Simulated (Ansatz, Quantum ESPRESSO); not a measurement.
**CdS (Hawleyite): third-order response**

Wanted: vibrational spectra of CdS (Hawleyite) from linear and non-linear response.

Program: Quantum ESPRESSO 8.0 development, patched. Level of theory: DFT LDA, scalar-relativistic, plane waves, PseudoDojo norm-conserving pseudopotentials. Results are calculated unless marked as measured.

Report form: the programs' logs are mostly left out.

## (1) Starting point

Symmetry: F-43m, No. 216, cubic system. The conventional cell has a = 5.833 Å, b = 5.833 Å, c = 5.833 Å, α = 90.00°, β = 90.00°, γ = 90.00°. Nearest to Cd lie 4 S at 2.53 Å. Nearest to S lie 4 Cd at 2.53 Å. Farther neighbours and most contacts between anions are not listed.

## (2) A first look

A cheap run with smearing and empty bands tells whether the crystal has a gap, which decides between fixed occupations and smearing later on.

Contents of probe.in:

```
&CONTROL
  calculation = 'scf'
  prefix      = 'x'
  outdir      = './tmp'
  pseudo_dir  = './pseudo'
  tprnfor     = .true.
  tstress     = .true.
  verbosity   = 'high'
/
&SYSTEM
  ibrav       = 0
  nat         = 2
  ntyp        = 2
  ecutwfc     = 102.0
  occupations = 'smearing'
  smearing    = 'gaussian'
  degauss     = 0.01
/
&ELECTRONS
  conv_thr         = 1.0d-07
  mixing_beta      = 0.7
  electron_maxstep = 100
/
ATOMIC_SPECIES
 Cd    112.4140  Cd.upf
 S      32.0600  S.upf
CELL_PARAMETERS angstrom
    -2.916500000    0.000000000    2.916500000
     0.000000000    2.916500000    2.916500000
    -2.916500000    2.916500000    0.000000000
ATOMIC_POSITIONS crystal
 Cd     0.000000000   0.000000000   0.000000000
 S      0.250000000   0.250000000   0.250000000
K_POINTS automatic
 6 6 6 0 0 0
```

Run with:

```bash
OMP_NUM_THREADS=1 mpirun -n 8 pw.x -nk 8 -in probe.in > probe.out
```

The job ended after 5.4 s (8 MPI ranks of Intel Xeon at 2.70GHz, shared host; 41 s of CPU time).

Numbers from this step:

- volume per atom: 24.81 Å³
- pressure: -2.422 GPa
- gap on the k-mesh: 0.8604 eV

A gap of 0.86 eV opens on this mesh, so the crystal is taken as an insulator; the start stands at -2.4 GPa.

## (3) Relaxing the cell and atoms

The harmonic expansion starts where the forces on the atoms vanish, and stress shifts the frequencies, so cell and atoms are relaxed with tight thresholds.

Contents of relax.in:

```
&CONTROL
  calculation   = 'vc-relax'
  prefix        = 'x'
  outdir        = './tmp'
  pseudo_dir    = './pseudo'
  tprnfor       = .true.
  tstress       = .true.
  forc_conv_thr = 2.0d-05
  etot_conv_thr = 1.0d-07
  nstep         = 40
/
&SYSTEM
  ibrav       = 0
  nat         = 2
  ntyp        = 2
  ecutwfc     = 102.0
  occupations = 'fixed'
  nbnd        = 15
/
&ELECTRONS
  conv_thr         = 1.0d-11
  mixing_beta      = 0.7
  electron_maxstep = 100
/
&IONS
/
&CELL
  press_conv_thr = 0.2
/
ATOMIC_SPECIES
 Cd    112.4140  Cd.upf
 S      32.0600  S.upf
CELL_PARAMETERS angstrom
    -2.916500000    0.000000000    2.916500000
     0.000000000    2.916500000    2.916500000
    -2.916500000    2.916500000    0.000000000
ATOMIC_POSITIONS crystal
 Cd     0.000000000   0.000000000   0.000000000
 S      0.250000000   0.250000000   0.250000000
K_POINTS automatic
 10 10 10 0 0 0
```

Run with:

```bash
OMP_NUM_THREADS=1 mpirun -n 8 pw.x -nk 8 -in relax.in > relax.out
```

Run time: 89 s. Hardware: 8 MPI ranks; 12 min of CPU time.

Relaxation path:

```tsv
step	energy less that of the first step (eV)	largest force (eV/Å)	pressure (GPa)	volume (Å³)
1	0.0000	0.0000	-2.41	49.62
2	-0.0077	0.0000	-1.68	49.01
3	-0.0139	0.0000	-0.50	48.11
4	-0.0145	0.0000	0.02	47.74
5	-0.0145	0.0000	0.00	47.76
6	-0.0141	0.0000	-0.03	47.76
```

```tsv
conventional cell, symmetrised	before	after	change
a (Å)	5.833	5.759	-1.3 %
b (Å)	5.833	5.759	-1.3 %
c (Å)	5.833	5.759	-1.3 %
volume (Å³/atom)	24.81	23.88	-3.7 %
```

Final coordinates:

```xyz
2
Lattice="-2.8796 0.0000 2.8796 0.0000 2.8796 2.8796 -2.8796 2.8796 0.0000" Properties=species:S:1:pos:R:3 pbc="T T T"
Cd    0.0000    0.0000    0.0000
S    -1.4398    1.4398    1.4398
```

The last row of the table of steps is pw.x's closing run on a basis chosen anew for the final cell, so its energy can jump.

This step gave:

```yaml
volume_per_atom: 23.88 Å³
pressure: -0.02900 GPa
gap_on_the_k_mesh: 0.9427 eV
```

The volume changes by -3.7 % from the cell with which this run began.

## (4) Self-consistent run for the response

The response is built on this ground state, so it is converged far tighter than an energy would need. With a gap, occupations are fixed, which also allows the response to an electric field.

Contents of scf.in:

```
&CONTROL
  calculation = 'scf'
  prefix      = 'x'
  outdir      = './tmp'
  pseudo_dir  = './pseudo'
  tprnfor     = .true.
  tstress     = .true.
/
&SYSTEM
  ibrav       = 0
  nat         = 2
  ntyp        = 2
  ecutwfc     = 102.0
  occupations = 'fixed'
  nbnd        = 15
/
&ELECTRONS
  conv_thr         = 1.0d-12
  mixing_beta      = 0.7
  electron_maxstep = 100
/
ATOMIC_SPECIES
 Cd    112.4140  Cd.upf
 S      32.0600  S.upf
CELL_PARAMETERS angstrom
    -2.879599214    0.000000000    2.879599214
     0.000000000    2.879599214    2.879599214
    -2.879599214    2.879599214    0.000000000
ATOMIC_POSITIONS crystal
 Cd     0.000000000   0.000000000   0.000000000
 S      0.250000000   0.250000000   0.250000000
K_POINTS automatic
 12 12 12 0 0 0
```

Run with:

```bash
OMP_NUM_THREADS=1 mpirun -n 8 pw.x -nk 8 -in scf.in > scf.out
```

It took 33 s on 8 MPI ranks.

Numbers from this step:

| Item | Value |
| --- | --- |
| pressure | -0.02800 GPa |
| gap on the k-mesh | 0.9429 eV |

The cell stands at -0.028 GPa, close enough for phonons.

## (5) Linear response at Γ

At q = 0 one unit cell holds all displacements; symmetry groups them into irreducible representations that are solved one by one. The response to a field gives ε∞ and the Born charges, which polar modes need. Third-order response adds the Raman tensors.

Contents of ph.in:

```
phonons
&INPUTPH
  prefix = 'x'
  outdir = './tmp'
  fildyn = 'g.dyn'
  tr2_ph = 1.0d-18
  epsil  = .true.
  lraman = .true.
  elop   = .true.
/
0.000000000000 0.000000000000 0.000000000000
```

Run with:

```bash
OMP_NUM_THREADS=1 mpirun -n 8 ph.x -nk 8 -in ph.in > ph.out
```

The job ended after 34 min (8 MPI ranks).

Numbers from this step:

| Property | Result |
| --- | --- |
| miss of the charge sum rule | 0.003050 e |
| largest acoustic frequency at the zone centre before the sum rule | -0.31 cm⁻¹ |
| highest optical zone-centre mode (no LO-TO term) | 244.0 cm⁻¹ |
| lowest optical zone-centre mode | 244.0 cm⁻¹ |
| mean high-frequency dielectric constant | 6.776 |
| largest Born charge in size (third of the trace) | 2.142 e |

Born charge (rows field, columns displacement), before the sum rule (e), principal values of the symmetric part by kind of site:

```tsv
atom	atoms with these values	low	middle	high	mean
Cd1	1	2.14	2.14	2.14	2.14
S2	1	-2.14	-2.14	-2.14	-2.14
```

In full for S2:

```
-2.14  0.00  0.00
 0.00 -2.14  0.00
 0.00  0.00 -2.14
```

High-frequency dielectric tensor:

```
6.78 0.00 0.00
0.00 6.78 0.00
0.00 0.00 6.78
```

The acoustic modes at Γ come out as far as 0.3 cm⁻¹ from zero, where they should vanish, a small numerical error; the Born charges miss their sum rule by 0.0030 e, which is good.

## (6) Zone-centre analysis

A rigid shift of the crystal must cost nothing, but grids and finite bases break this; the acoustic sum rule is imposed before the matrix is diagonalised again. With Born charges the intensities follow, and the static dielectric tensor.

Contents of dynmat.in:

```
&INPUT
  fildyn = 'g.dyn'
  asr    = 'simple'
  fileig = 'dynmat.eig'
  lperm  = .true.
/
```

Run with:

```bash
dynmat.x -in dynmat.in > dynmat.out
```

Elapsed: 0.69 s, on 1 thread.

This step gave:

| Item | Value |
| --- | --- |
| mean static dielectric constant | 9.954 |

Unit eigenvectors of the mass-weighted matrix after the sum rule; no LO-TO term. The modes at Γ (shares of kinetic energy by element, %):

```tsv
mode	frequency (cm⁻¹)	symmetry	Cd %	S %
1	0.0	acoustic	78	22
2	0.0	acoustic	78	22
3	0.0	acoustic	78	22
4	244.0	T2	22	78
5	244.0	T2	22	78
6	244.0	T2	22	78
```

Displacements in mode 4 (244.0 cm⁻¹), the largest set to 1:
```
Cd1 -0.29  0.00  0.00
S2   1.00  0.00  0.00
```

Degenerate modes summed, no LO-TO term. Infrared lines, with heights relative to the strongest:

```tsv
position (cm⁻¹)	lines merged	label	IR intensity, relative
244	3	T2	100
```

Degenerate modes summed. Raman lines, with heights relative to the strongest:

```tsv
position (cm⁻¹)	lines merged	label	Raman activity, relative
244	3	T2	100
```

Static dielectric tensor (ions relaxed, fixed cell):

```
9.95 0.00 0.00
0.00 9.95 0.00
0.00 0.00 9.95
```

The rule moves no optical mode by more than 0.1 cm⁻¹.

## (7) Sum rules set otherwise (asr no)

Without the rule the raw error of the acoustic modes shows.

Contents of dynmat.in:

```
&INPUT
  fildyn = 'g.dyn'
  asr    = 'no'
  fileig = 'dynmat.eig'
  lperm  = .true.
/
```

Run with:

```bash
dynmat.x -in dynmat.in > dynmat.out
```

It took 0.71 s on 1 thread.

Numbers from this step:

* mean static dielectric constant: 9.956

Zone-centre frequencies as printed; negative means imaginary. Modes:

```tsv
mode	frequency (cm⁻¹)
1	-0.31
2	-0.31
3	-0.31
4	244
5	244
6	244
```

Against the first rule no mode moves by more than 0.4 cm⁻¹.

## (8) Sum rules set otherwise: a sum rule for molecules or wires on a crystal

This rule also removes rotations, which suits molecules and not a crystal; it is tried to see the harm.

Contents of dynmat.in:

```
&INPUT
  fildyn = 'g.dyn'
  asr    = 'zero-dim'
  fileig = 'dynmat.eig'
  lperm  = .true.
/
```

Run with:

```bash
dynmat.x -in dynmat.in > dynmat.out
```

Elapsed: 0.71 s, on 1 thread.

The run ended normally, but on settings that are not sound.

The fault: a sum rule for molecules or wires on a crystal; 2 optical modes are projected out to zero frequency, as if they were rotations, and the static dielectric tensor is spoilt.

For a crystal the rule has to be 'simple' or 'crystal'.

Zone-centre frequencies as printed; negative means imaginary. Modes:

```tsv
mode	frequency (cm⁻¹)
1	0
2	0
3	0
4	0
5	0
6	244
```

## (9) Modes along a direction of q (1 0 0)

A longitudinal polar mode sets up a macroscopic field that stiffens it; the term hangs on the direction from which q goes to zero.

Contents of dynmat.in:

```
&INPUT
  fildyn = 'g.dyn'
  asr    = 'simple'
  fileig = 'dynmat.eig'
  q(1)   = 1.0
  q(2)   = 0.0
  q(3)   = 0.0
/
```

Run with:

```bash
dynmat.x -in dynmat.in > dynmat.out
```

The job ended after 0.67 s (1 thread).

Read from the output:

| Property | Result |
| --- | --- |
| highest mode moved by the LO-TO term | 295.8 cm⁻¹ |

Zone-centre frequencies as printed; negative means imaginary. Modes:

```tsv
mode	frequency (cm⁻¹)
1	0
2	0
3	0
4	244
5	244
6	295.8
```

The field moves one mode, from 244 to 296 cm⁻¹; the others stay.

## (10) A second program

A second program on the same cell, potentials, cutoff and meshes tests the implementation of the phonon response, not its convergence. Its field response is summed in its own way. Its k mesh is centred on Γ.

This step: DFT LDA, scalar-relativistic, plane waves, PseudoDojo norm-conserving pseudopotentials (Ansatz 0.2.0).

Contents of input.yaml:

```yaml
crystal:
  lattice:
    - [-2.879599214, 0.0, 2.879599214]
    - [0.0, 2.879599214, 2.879599214]
    - [-2.879599214, 2.879599214, 0.0]
  atoms:
    - { symbol: Cd, position: [0.0, 0.0, 0.0] }
    - { symbol: S, position: [0.25, 0.25, 0.25] }
kpoints:
  mp_grid: { grid: [12, 12, 12] }
hamiltonian:
  xc: lda
  pseudopotentials: { kind: nc, accuracy: standard }
scf:
  occupations: { method: fixed }
output:
  eigenvalues: true
basis:
  ecutwfc: 1387.781
phonons:
  method: dfpt
  dielectric: true
  rigid_motions: translations
  raman: true
```

Run with:

```bash
ansatz run input.yaml --threads 8 --pin off --max-ram 16384MiB --backend cpu --events-out ev --progress --plain --runs-dir out
```

Elapsed: 7.6 min, on 8 threads; peak memory 4.3 GiB; 49 min of CPU time.

Read from the output:

```yaml
gap_on_the_k_mesh: 0.9428 eV
sum_rule_residual_before_enforcement: 6.63e-4 eV/Å²
miss_of_the_charge_sum_rule: 3.39e-4 e
estimated_error_of_the_dielectric_tensor: 0.01760
estimated_error_of_the_born_charges: 0.02075 e
mean_high_frequency_dielectric_constant: 6.633
largest_born_charge_in_size_third_of_the_trace: 2.136 e
mean_static_dielectric_constant: 9.796
highest_mode_moved_by_the_lo_to_term: 296.6 cm⁻¹
```

Transverse modes. Infrared lines, with heights relative to the strongest:

```tsv
position (cm⁻¹)	label	IR intensity ((D/Å)²/amu), degenerate modes summed, relative
244	T2	100
```

Activity x (w_L - w)^4 (n + 1)/w, 532 nm, 300 K. Raman lines, with heights relative to the strongest:

```tsv
position (cm⁻¹)	label	Stokes intensity, strongest 100
244	T2	100
```

The log warns that the force constants on this k mesh are to be taken as unconverged.

## (11) Side by side: QE PseudoDojo and Ansatz, PseudoDojo

Numbers from this step:

| Quantity | Value |
| --- | --- |
| root-mean-square difference | 0.01 cm⁻¹ |
| largest difference | 0.01 cm⁻¹ |

Frequencies side by side, by row:

```tsv
q (reciprocal lattice)	mode	QE PseudoDojo (cm⁻¹)	Ansatz, PseudoDojo (cm⁻¹)
0 0 0	1	0	0
0 0 0	2	0	0
0 0 0	3	0	0
0 0 0	4	244	244
0 0 0	5	244	244
0 0 0	6	244	244
```

The two runs side by side. Further quantities:

```tsv
quantity	QE PseudoDojo	Ansatz, PseudoDojo
mean ε∞	6.776	6.633
largest Born charge in size (e; the first before, the second after the charge sum rule)	2.142	2.136
summed IR intensity ((D/Å)²/amu)	12.71	12.65
summed Raman activity (Å⁴/amu)	16.21	18.34
```

At the zone centre the largest difference (acoustic modes at Γ apart) is 0.004 % of the highest mode; the summed Raman activity differs by 12 %.

## (12) Summary of results

```yaml
space_group_after_relaxation: F-43m
volume_per_atom: 23.9 Å³
gap_on_the_k_mesh: 0.943 eV
highest_optical_zone_centre_mode_no_lo_to_term: 244.0 cm⁻¹
highest_mode_moved_by_the_lo_to_term_probably_not_converged_in_the_k_mesh: 295.8 cm⁻¹
mean_high_frequency_dielectric_constant_probably_not_converged_in_the_k_mesh: 6.78
largest_born_charge_in_size_third_of_the_trace_probably_not_converged_in_the_k_mesh: 2.14 e
mean_static_dielectric_constant_probably_not_converged_in_the_k_mesh: 9.95
imaginary_optical_modes_at_the_zone_centre_no_q_mesh_in_this_session: none
largest_difference_from_ansatz_pseudodojo: 0.01 cm⁻¹
```

What this shows: The largest Raman activity of CdS (Hawleyite) lies at 244 cm⁻¹ and the strongest infrared line at 244 cm⁻¹ (transverse modes). At the LDA level the optical modes of CdS (Hawleyite) at the zone centre (no LO-TO term) lie at 244 cm⁻¹. Along the directions run, the highest mode that the macroscopic field moves lies at 296 cm⁻¹. Lattice motion raises the mean dielectric constant from 6.776 to 9.954. The Raman intensities rest on static tensors of the transverse modes; green light lies near or above this gap, where resonance changes them. ε∞, the Born charges and what follows from them are probably not converged in the k mesh. The Lyddane-Sachs-Teller relation holds: (ωLO/ωTO)² is 1.47 and ε₀/ε∞ is 1.47. QE PseudoDojo and Ansatz, PseudoDojo agree to 0.01 cm⁻¹ (0.004 % of the highest mode compared) on all solved modes but the acoustic ones at Γ, without the LO-TO term. These are harmonic frequencies at zero temperature: anharmonic shifts and linewidths and thermal expansion are left out. Ansatz's log warns that force constants on this k mesh are to be taken as unconverged, an error that the frequencies of both programs share. The build is a development version in which the Raman tensors of release 7.5 are mended; dynmat.x leaves out the electro-optic term of LO lines.

[Host names and launcher messages were left out of these logs when they were recorded.]

[Logs are printed without paths, hosts, clocks, repeated set-up lines and the standing remarks that a program may print on its own settings, such as how far it seeks lower states.]

[Hosts, paths, dates, database ids (printed as entryN), source tags and the programs' standing remarks are cut or masked in the printed files.]
